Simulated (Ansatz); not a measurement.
**Cs2FeCu2: relaxing a made-up structure**

Starting from a made-up structure for Cs2FeCu2, the aim is the relaxed cell, its shortest contacts and, where a second run follows, its electronic structure.

Calculated with Ansatz 0.2.0; DFT, PBE, plane-wave PAW, files of the set soft_1, scalar-relativistic, ferromagnetic start, cell and ions relaxed at zero pressure; PAW set soft_1.

### 1. The starting structure

It takes space group R-3m (No. 166, trigonal). The conventional cell has a = 3.923 Å, b = 3.923 Å, c = 47.342 Å, α = 90.00°, β = 90.00°, γ = 120.00°. Nearest to Cs lie 3 Cu at 3.89 Å and 9 Cs at 3.92 Å. Nearest to Cu lie 3 Fe at 3.86 Å and 3 Cs at 3.89 Å and 6 Cu at 3.92 Å. Nearest to Fe lie 6 Cu at 3.86 Å and 6 Fe at 3.92 Å. Farther neighbours are not listed.

### 2. Relaxing cell and atoms

The guessed cell has no reason to be at equilibrium. It is relaxed with the atoms, within the space group of the guess.

Contents of input.yaml:

```yaml
crystal:
  lattice:
    - [1.9615, 1.132472553, 15.780666667]
    - [-1.9615, 1.132472553, 15.780666667]
    - [0.0, -2.264945106, 15.780666667]
  atoms:
    - { symbol: Cs, position: [0.2005, 0.2005, 0.2005] }
    - { symbol: Cs, position: [0.7995, 0.7995, 0.7995] }
    - { symbol: Cu, position: [0.600633333, 0.600633333, 0.600633333], spin: 0.6 }
    - { symbol: Cu, position: [0.399366667, 0.399366667, 0.399366667], spin: 0.6 }
    - { symbol: Fe, position: [0.0, 0.0, 0.0], spin: 3.0 }
magnetization:
  spin_polarized: true
kpoints:
  mp_grid: { grid: [8, 8, 8] }
scf:
  occupations: { method: fermi_dirac, width: 0.05 }
hamiltonian:
  xc: pbe
  pseudopotentials: { kind: paw, azcp: { folder: soft_1 } }
relax:
  f_tol: 0.015
  max_steps: 70
  cell: {}
output:
  forces: true
  stress: true
```

Run with:

```sh
> ansatz run input.yaml --threads 4 --pin off --max-ram 8192MiB --backend cpu --events-out ev --progress --plain --runs-dir out
```

Numbers of over 12 decimals in the logs are rounded to 6 here.

Log:

```text
basis.fft_grid_basis auto: the FFT boxes are laid along the combinations [[1, 0, -1], [0, 1, -1], [0, 0, 1]] of the cell's own vectors, 3.923, 3.923 and 15.942 Å long. The dense box has 27×27×108 points. Along the cell's own vectors, as sized, it would have 108×108×108, 16.00 times as many. Of the 12 symmetry operations that the crystal satisfies within crystal.symmetry.tolerance (time reversal apart; of a slab, thos [...]
Engine: ansatz 0.2.0, x86_64-unknown-linux-gnu
Pseudopotentials: kind: paw
Pseudopotential: Cs, paw, valence charge 9, recommended cutoff 420 eV (normal), soft_1/Cs.paw.azcp
Pseudopotential: Cu, paw, valence charge 19, recommended cutoff 420 eV (normal), soft_1/Cu.paw.azcp
Pseudopotential: Fe, paw, valence charge 16, recommended cutoff 420 eV (normal), soft_1/Fe.paw.azcp
Functional definition: PBE
  parameter kappa = 0.804
  parameter beta = 0.066725
  exchange = pbe_x(kappa = kappa, mu = beta*pi^2/3)
  correlation = pbe_c(beta = beta)
Crystal: 5 atoms, lattice volume = 210.326 Å³
Basis set: ecut = 420 eV, 4163 PW (Γ), FFT grids on a1−a3, a2−a3, a3, exchange–correlation on 54×54×216 points (8 copies of the dense FFT grid, shifted against one another)
Bands: 46, of which v1, the nominal top of the filled ones, is band 36 counted from 1 (35 counted from 0)
Symmetry: 12 space group operations
Space group: R-3m (ITA 166), of the structure as read, at distance tolerance 5.9e-5 Å
Magnetic group: BNS 166.97 (UNI 1327), of the structure as read, at distance tolerance 5.9e-5 Å
k-points: 65 of 512
Non-local potential: Cs, projectors of the file, l = 0: 3, l = 1: 2, l = 2: 2, l = 3: 2
Non-local potential: Cu, projectors of the file, l = 0: 3, l = 1: 2, l = 2: 3, l = 3: 1
Non-local potential: Fe, projectors of the file, l = 0: 3, l = 1: 2, l = 2: 3, l = 3: 1
PAW form: soft (Blöchl's): semilocal exchange-correlation on the pseudo side does not see the compensation charge
PAW one-centre angular grid: Cs, 194 points (default); XC on 64 Gauss nodes
PAW one-centre angular grid: Cu, 590 points (default); XC on 64 Gauss nodes
PAW one-centre angular grid: Fe, 590 points (default); XC on 64 Gauss nodes
Initial density: superposition of atomic densities (chi_scale 0.1, normalization cell, long waves of neutral atoms (reshape's long-wave potential 4.38 eV rms, cloud 3.76 Å wide))
Starting moments: Σ|m| = 4.2 μB on 3 of 5 sites
Initial wavefunctions: pseudopotential atomic-orbital guess
Functional: x = pbe(κ = 0.804, μ = 0.219515), c = pbe(β = 0.066725)
SCF iter   1: F=—  HF=-29098.654069 eV  |F-HF|=—  |Δ(HF+E_count)|=         —  Δρ=4.16e-1 (↑3.64e-1 ↓4.16e-1)  dr2=2.31e3  dr2_m=1.57e0  M=4.853 μB ∫|m|=5.003 μB  β_m=0.30  ethr=3.10e-3  ⟨swp⟩=10.7  Hψ=68547  notcnv=0  defer=11
Mixer restart at iter 1: flushing history
automatic band count: the SCF goes on with 53 bands, as 46 were too few: the levels above may hold too much charge
preconditioner: auto → Kerker (q_TF=auto, 2.282 Å⁻¹)  [metal: Δε(μ)=0.000 eV  Ē_g=6.658 eV  σ=0.050 eV  W_gap=0.00  n_scr=52 (ndim 8)  ℏωp=17.0 eV  f_vac=0.033  D(μ)=25.28/eV (n_scr^D=340)]
spin=Collinear: Kerker preconditioning applied to the charge; magnetization (m = ρ↑ − ρ↓) channel mixes plain (no charge-response kernel on spin).
SCF iter   2: F=—  HF=-29144.821902 eV  |F-HF|=—  |Δ(HF+E_count)|=    4.62e1  Δρ=2.06e-1 (↑1.81e-1 ↓2.06e-1)  dr2=1.76e2  dr2_m=1.55e0  M=4.316 μB ∫|m|=4.328 μB  β_m=0.26  ethr=3.10e-3  ⟨swp⟩=7.5  Hψ=30364  notcnv=0  defer=184
SCF iter   3: F=—  HF=-29083.756529 eV  |F-HF|=—  |Δ(HF+E_count)|=    6.11e1  Δρ=1.31e-1 (↑1.12e-1 ↓1.31e-1)  dr2=7.90e1  dr2_m=1.03e0  M=4.212 μB ∫|m|=4.249 μB  β_m=0.52  ethr=3.10e-3  ⟨swp⟩=4.0  Hψ=22338  notcnv=0  defer=669
SCF iter   4: F=—  HF=-29064.845775 eV  |F-HF|=—  |Δ(HF+E_count)|=    1.89e1  Δρ=2.78e-2 (↑1.83e-2 ↓2.78e-2)  dr2=8.67e0  dr2_m=1.61e-1  M=4.065 μB ∫|m|=4.132 μB  β_m=0.76  ethr=3.10e-3  ⟨swp⟩=4.2  Hψ=19093  notcnv=0  defer=678
SCF iter   5: F=—  HF=-29065.467442 eV  |F-HF|=—  |Δ(HF+E_count)|=   6.22e-1  Δρ=4.06e-2 (↑3.61e-2 ↓4.06e-2)  dr2=9.71e0  dr2_m=5.94e-2  M=3.764 μB ∫|m|=3.869 μB  β_m=0.57  ethr=3.10e-3  ⟨swp⟩=3.3  Hψ=14734  notcnv=0  defer=703
SCF iter   6: F=—  HF=-29064.275751 eV  |F-HF|=—  |Δ(HF+E_count)|=    1.19e0  Δρ=1.98e-2 (↑1.83e-2 ↓1.98e-2)  dr2=2.86e0  dr2_m=1.50e-2  M=3.836 μB ∫|m|=3.985 μB  β_m=0.68  ethr=3.10e-3  ⟨swp⟩=2.2  Hψ=12727  notcnv=0  defer=734
SCF iter   7: F=—  HF=-29064.099766 eV  |F-HF|=—  |Δ(HF+E_count)|=         —  Δρ=3.39e-2 (↑2.99e-2 ↓3.39e-2)  dr2=6.64e0  dr2_m=1.02e-1  M=3.477 μB ∫|m|=3.743 μB  β_m=0.68  ethr=3.10e-3  ⟨swp⟩=2.6  Hψ=11243  notcnv=0  defer=721
Mixer restart at iter 7: flushing history
SCF iter   8: F=—  HF=-29066.838197 eV  |F-HF|=—  |Δ(HF+E_count)|=    2.74e0  Δρ=4.68e-2 (↑4.47e-2 ↓4.68e-2)  dr2=1.13e1  dr2_m=1.74e-2  M=3.753 μB ∫|m|=3.976 μB  β_m=0.32  ethr=3.10e-3  ⟨swp⟩=3.3  Hψ=17631  notcnv=0  defer=690
SCF iter   9: F=—  HF=-29064.356664 eV  |F-HF|=—  |Δ(HF+E_count)|=    2.48e0  Δρ=2.17e-2 (↑2.06e-2 ↓2.17e-2)  dr2=2.82e0  dr2_m=2.03e-3  M=3.642 μB ∫|m|=3.893 μB  β_m=0.61  ethr=3.10e-3  ⟨swp⟩=2.0  Hψ=13677  notcnv=0  defer=730
[...]
relax step  14: F+E_penalty+E_count = -29070.31989274 eV  Δ(F+E_penalty+E_count) = -3.620e-1 eV  max|allowed force component| = 7.691e-1 eV/Å  Δτ_max = 0.1951 Å  P = +0.828 GPa  Ω = 157.669 Å³  energy of the carried Pulay correction = +1.335e-2 eV  (17 SCF iters, dr2 threshold 5.00e-7 eV, accepted)
relax step  15: F+E_penalty+E_count = -29070.58315344 eV  Δ(F+E_penalty+E_count) = -2.633e-1 eV  max|allowed force component| = 5.490e-1 eV/Å  Δτ_max = 0.1950 Å  P = +0.829 GPa  Ω = 159.886 Å³  energy of the carried Pulay correction = +1.264e-2 eV  (16 SCF iters, dr2 threshold 5.00e-7 eV, accepted)
relax step  16: F+E_penalty+E_count = -29070.73593641 eV  Δ(F+E_penalty+E_count) = -1.528e-1 eV  max|allowed force component| = 2.274e-1 eV/Å  Δτ_max = 0.1950 Å  P = +0.346 GPa  Ω = 166.637 Å³  energy of the carried Pulay correction = +1.058e-2 eV  (14 SCF iters, dr2 threshold 5.00e-7 eV, accepted)
relax step  17: F+E_penalty+E_count = -29070.79206561 eV  Δ(F+E_penalty+E_count) = -5.613e-2 eV  max|allowed force component| = 3.134e-2 eV/Å  Δτ_max = 0.1932 Å  P = +0.101 GPa  Ω = 175.417 Å³  energy of the carried Pulay correction = +8.104e-3 eV  (13 SCF iters, dr2 threshold 5.00e-7 eV, accepted)
relax step  18: F+E_penalty+E_count = -29070.79502853 eV  Δ(F+E_penalty+E_count) = -2.963e-3 eV  max|allowed force component| = 3.556e-2 eV/Å  Δτ_max = 0.2000 Å  P = +0.124 GPa  Ω = 184.952 Å³  energy of the carried Pulay correction = +5.638e-3 eV  (12 SCF iters, dr2 threshold 5.00e-7 eV, accepted)
relax step  19: F+E_penalty+E_count = -29070.80040324 eV  Δ(F+E_penalty+E_count) = -5.375e-3 eV  max|allowed force component| = 2.177e-3 eV/Å  Δτ_max = 0.0688 Å  P = -0.020 GPa  Ω = 182.430 Å³  energy of the carried Pulay correction = +6.270e-3 eV  (12 SCF iters, dr2 threshold 2.23e-7 eV, accepted)
relax step  20: F+E_penalty+E_count = -29070.80069510 eV  Δ(F+E_penalty+E_count) = -2.919e-4 eV  max|allowed force component| = 1.117e-3 eV/Å  Δτ_max = 0.0152 Å  P = -0.001 GPa  Ω = 181.646 Å³  energy of the carried Pulay correction = +6.469e-3 eV  (15 SCF iters, accepted)
relax step  21: F+E_penalty+E_count = -29070.80610704 eV  Δ(F+E_penalty+E_count) = -5.412e-3 eV  max|allowed force component| = 3.648e-4 eV/Å  Δτ_max = 0.0000 Å  P = +0.060 GPa  Ω = 181.646 Å³  stress off target by 1.03e-1 GPa  SCF on the basis re-selected at this cell (its energy is not comparable with the rows above)  (18 SCF iters)
relax step  22: F+E_penalty+E_count = -29070.80628313 eV  Δ(F+E_penalty+E_count) = -1.761e-4 eV  max|allowed force component| = 2.265e-3 eV/Å  Δτ_max = 0.0090 Å  P = +0.008 GPa  Ω = 181.623 Å³  energy of the carried Pulay correction = -8.502e-6 eV  (11 SCF iters, dr2 threshold 2.64e-8 eV, accepted)
relax step  23: F+E_penalty+E_count = -29070.80628534 eV  Δ(F+E_penalty+E_count) = -2.212e-6 eV  max|allowed force component| = 2.266e-3 eV/Å  Δτ_max = 0.0000 Å  P = +0.008 GPa  Ω = 181.623 Å³  stress off target by 1.52e-2 GPa  SCF on the basis re-selected at this cell (its energy is not comparable with the rows above)  (16 SCF iters)
basis re-selected at this cell: Δ(F+E_penalty+E_count) = -2.212e-6 eV, ΔP = -0.000 GPa vs the last step (what re-selecting the basis moved, of the pressure what is left beyond the Pulay correction that the steps carried, after the strain that the cell walked since its last selection, with what the two solves' SCF thresholds leave and, on support functions, any second-order correction that the steps lacked; it is no m [...]
SCF converged after 16 iterations
Magnetization: 2.6367 μB (37.3184 up, 34.6816 down)
Absolute magnetization: 3.7232 μB (∫|ρ↑−ρ↓|, with the PAW one-centre terms)
Spin contamination: 0.3803 ħ² per cell (⟨S²⟩ above its minimum at these occupations)
Per-site moments (μB) at R_I (Å): [(-0.015289, 1.333451), (-0.015289, 1.333451), (0.054882, 1.032882), (0.054882, 1.032882), (2.698577, 1.032882)]
Free energy (F): -29070.806285 eV
Harris-Foulkes:  -29070.806285 eV  (|F-HF|=2.11e-10)
Internal energy: -29070.781136 eV  (E = F + TS)
E sigma→0 (E₀):  -29070.793710 eV
Entropy (-TS):   -0.025150 eV (-5.030 meV/atom)
Fermi energy:    6.796466 eV
--- Per-component energies (eV) ---
  E_band       = -1593.627782
  E_kinetic    = 1140.139495
  E_local      = -32117.905934  (includes V_loc(G=0)·N_el)
  E_nonlocal   = 2118.248784
  E_hartree    = 14843.809937
  E_xc         = -604.337001
  E_vxc        = -590.855689  (∫ρ·V_xc dr)
  E_paw        = -15137.060022  (= ΣΔE_a)
  E_vpaw       = -1830.875839  (= ΣTr[D̂ρ^β])
  E_aug_tail   = 0.000892  (compensation charges beyond the density's cutoff)
  E_ewald      = 686.322713
  E_smearing   = -0.025150  (= −TS)
  E_closure    = 0.000000  (closes the sum)
  Σ components = -29070.806285   (vs F -29070.806285, Δ=0.00e0)
--- Forces (eV/Å), atoms counted from 1 ---
  atom   1  Cs     0.00000000    -0.00000000     0.00143812
  atom   2  Cs    -0.00000000     0.00000000    -0.00143812
  atom   3  Cu     0.00000000    -0.00000000    -0.00226602
  atom   4  Cu    -0.00000000     0.00000000     0.00226602
  atom   5  Fe    -0.00000000     0.00000000    -0.00000000
  max |Σ_I F_I| component: 5.78e-19 eV/Å
--- Stress (GPa, compression-positive) ---
        0.015243       0.000000      -0.000000
        0.000000       0.015243       0.000000
       -0.000000       0.000000      -0.005537
  P = ⅓ Tr σ = 0.0083 GPa (0.083 kbar)
--- Relaxed structure (21 steps of the walk, 21 accepted, 2 SCFs on fresh bases) ---
  F+E_penalty+E_count = -29070.80628534 eV   max|allowed force component| = 2.266e-3 eV/Å   (the final SCF, on the basis selected at the relaxed cell)
  cell:  # Å, volume = 181.6229 Å³
    - [2.162010, 1.248237, 11.216686]
    - [-2.162010, 1.248237, 11.216686]
    - [0, -2.496474, 11.216686]
  atoms:
    - { symbol: Cs, position: [0.243017, 0.243017, 0.243017] }
    - { symbol: Cs, position: [0.756983, 0.756983, 0.756983] }
    - { symbol: Cu, position: [0.660918, 0.660918, 0.660918] }
    - { symbol: Cu, position: [0.339082, 0.339082, 0.339082] }
    - { symbol: Fe, position: [-1.7565440122487796e-19, -1.7565440122487719e-19, -1.7565440122487772e-19] }
```

The job ended after 13 min (4 threads of Intel Xeon Platinum 8375C at 2.90GHz (Ice Lake), shared host; peak memory 3.2 GiB; 47 min of CPU time).

The steps of the relaxation (22 of 23):

```
step  energy less that of the first step (eV)  largest force component (eV/Å)  pressure (GPa)  volume (Å³)
   1                                   0.0000                          1.0552           -2.12       210.33
   2                                  -0.5781                          0.8747           -2.19       201.37
   3                                  -1.1783                          0.6622           -2.16       189.95
   4                                  -1.9080                          0.9046           -2.16       176.70
   5                                  -2.6328                          1.1964           -2.03       164.02
   6                                  -3.2958                          1.3332           -1.72       153.36
   7                                  -3.8267                          1.2615           -1.22       146.32
   8                                  -4.2416                          1.0443           -0.42       141.69
   9                                  -4.5592                          0.7863            0.55       139.78
  10                                  -4.8654                          0.6769            1.24       141.76
  11                                  -5.2879                          0.7789            1.58       146.00
  13                                  -6.1162                          0.7426            1.33       154.03
  14                                  -6.4782                          0.7691            0.83       157.67
  15                                  -6.7415                          0.5490            0.83       159.89
  16                                  -6.8943                          0.2274            0.35       166.64
  17                                  -6.9504                          0.0313            0.10       175.42
  18                                  -6.9534                          0.0356            0.12       184.95
  19                                  -6.9587                          0.0022           -0.02       182.43
  20                                  -6.9590                          0.0011            0.00       181.65
 21*                                  -6.9645                          0.0004            0.06       181.65
  22                                  -6.9646                          0.0023            0.01       181.62
 23*                                  -6.9646                          0.0023            0.01       181.62
```

Relaxation steps marked * repeat the geometry before them on a plane-wave basis chosen anew for their cell, so energy and pressure can jump there. Other such steps can lie between the rows shown.

The run keeps the 12 symmetry operations that it works with, so distortions that break them were not tested.

```
     cell as run  before   after   change
           a (Å)  15.942  11.491  -27.9 %
           b (Å)  15.942  11.491  -27.9 %
           c (Å)  15.942  11.491  -27.9 %
           α (°)   14.13   21.69  +53.4 %
           β (°)   14.13   21.69  +53.4 %
           γ (°)   14.13   21.69  +53.4 %
volume (Å³/atom)   42.07   36.32  -13.6 %
```

The atoms that moved most (Å, as changes of fractional coordinates times the final cell):

```
atom     dx     dy      dz  length
 Cu4  0.000  0.000  -2.029   2.029
 Cu3  0.000  0.000   2.029   2.029
 Cs1  0.000  0.000   1.431   1.431
 Cs2  0.000  0.000  -1.431   1.431
```

Final coordinates:

```xyz
5
Lattice="2.1620 1.2482 11.2167 -2.1620 1.2482 11.2167 0.0000 -2.4965 11.2167" Properties=species:S:1:pos:R:3 pbc="T T T"
Cs    0.0000    0.0000    8.1775
Cs    0.0000    0.0000   25.4725
Cu    0.0000    0.0000   22.2399
Cu    0.0000    0.0000   11.4101
Fe    0.0000    0.0000    0.0000
```

This step gave:

```yaml
free_energy: -29070.8063 eV
energy_at_zero_smearing: -29070.7937 eV
smearing_term_ts: 0.02515 eV
fermi_energy: 6.796 eV
magnetization: 2.637 μB
absolute_magnetization: 3.723 μB
site_moments: -0.01529, -0.01529, 0.05488, 0.05488, 2.699 μB
electrons: 72
symmetry_operations: 12
pressure: 0.008316 GPa
```

Site moment by atom:

```
atom  site moment (μB)
 Cs1             -0.02
 Cs2             -0.02
 Cu3              0.05
 Cu4              0.05
 Fe5              2.70
```

Shortest distances by pair of elements, guess and relaxed (not always the same contact):

```
 pair  guess (Å)  relaxed (Å)
Cu–Fe      3.860        2.504
Cu–Cu      3.923        2.526
Cs–Cu      3.890        3.233
Cs–Cs      3.923        4.324
Fe–Fe      3.923        4.324
```

The relaxation ends with a largest force component of 0.0023 eV/Å and a pressure of 0.01 GPa.

### 3. Outcome

```json
{"space group, relaxed": "R-3m", "conventional cell": "a = 4.324, b = 4.324, c = 33.650 Å; α = 90.0°, β = 90.0°, γ = 120.0°", "volume per atom": "36.32 Å³ (guess 42.07)", "total moment": "2.64 μB in the cell of 5 atoms"}
```

In words: Cs2FeCu2 relaxes to R-3m with a = 4.324, b = 4.324 and c = 33.650 Å. The guessed volume was 16 % too large. The space group R-3m was held in the relaxation, so the end point is a stationary structure within it and may be a saddle against distortions or other arrangements. The input starts from parallel moments, and no other start was typed. Mesh and cutoff weren't tested. A vector of the cell changed its length by 28 %, so the starting arrangement is largely lost and the mesh was laid for another shape. Spin-orbit coupling is left out, which can matter for elements this heavy. No dispersion term is used, so weakly bound directions may come out too long. Nothing here tests whether the compound is stable against decomposition.

[Logs are printed without paths, hosts, clocks, repeated set-up lines and the standing remarks that a program may print on its own settings, such as how far it seeks lower states.]

[Hosts, paths, dates, database ids (printed as entryN), source tags and the programs' standing remarks are cut or masked in the printed files.]
